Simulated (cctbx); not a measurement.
## What resolution and counting buy: Cd2CoO4

Space group I4_1/acd (no. 142, origin choice 1), a = 5.2640 Å, b = 5.2640 Å, c = 25.4700 Å, α = 90.00°, β = 90.00°, γ = 90.00°.

```csv
atom,mult.,x,y,z,Ueq (Å²)
Cd1,16,1/2,0,0.4251,0.0080
Co1,8,0,0,0,0.0080
O1,16,0.3074,0.6926,1/4,0.0123
O2,16,1/2,0,0.3336,0.0131
```

The model was made for the exercise: a known structure type with other elements put in, its volume estimated, not relaxed; displacement parameters are assumed.

Five simulated data sets (cctbx; Ag Kα, λ = 0.56087 Å; 2 % proportional error) differ in resolution or exposure (noise floor 8 counts in the first three, 8 in the last two). Each is refined with the right model, isotropic at 1.1 Å and anisotropic otherwise. How do the figures of merit and the uncertainties move?

```
d min (Å)  top counts  ⟨I/σ⟩ (unmerged, absences included)  unique  param. (scale apart)   Rint      R1  GooF  largest s.u. xyz (fractional)  s.u. U of O1 (Å²)  largest error (Å)
      1.1       70000                                  5.8      74                     7  0.015  0.0045  0.92                        0.00024             0.0005             0.0009
     0.84       70000                                  5.2     158                    17  0.018  0.0054  0.97                        0.00021             0.0004             0.0018
      0.6       70000                                  4.3     435                    17  0.022  0.0066  0.96                        0.00015             0.0002             0.0005
     0.75         300                                  0.3     222                    17  0.438  0.0488  0.98                        0.00321             0.0109             0.0445
     0.75        3000                                  1.6     222                    17  0.084  0.0156  0.98                        0.00083             0.0021             0.0124
```

The number of reflections grows roughly as 1/d³: 74, 158 and 435 here. R1 follows the noise rather than the truth: at 300 counts it is 0.0488, at 3000 counts 0.0156, while GooF is 0.98 and 0.98: the weights 1/σ² carry the noise. The s.u. of U (U11 where anisotropic) for O1 goes 0.0005, 0.0004, 0.0002 Å² with resolution and 0.0109, 0.0021 Å² with exposure.

Hardware for the 0.6 Å refinement: 0.63 s on 1 thread of Arm Neoverse N1 (shared host), peak memory 0.09 GiB.

[Logs are printed without paths, hosts, clocks, repeated set-up lines and the standing remarks that a program may print on its own settings, such as how far it seeks lower states.]
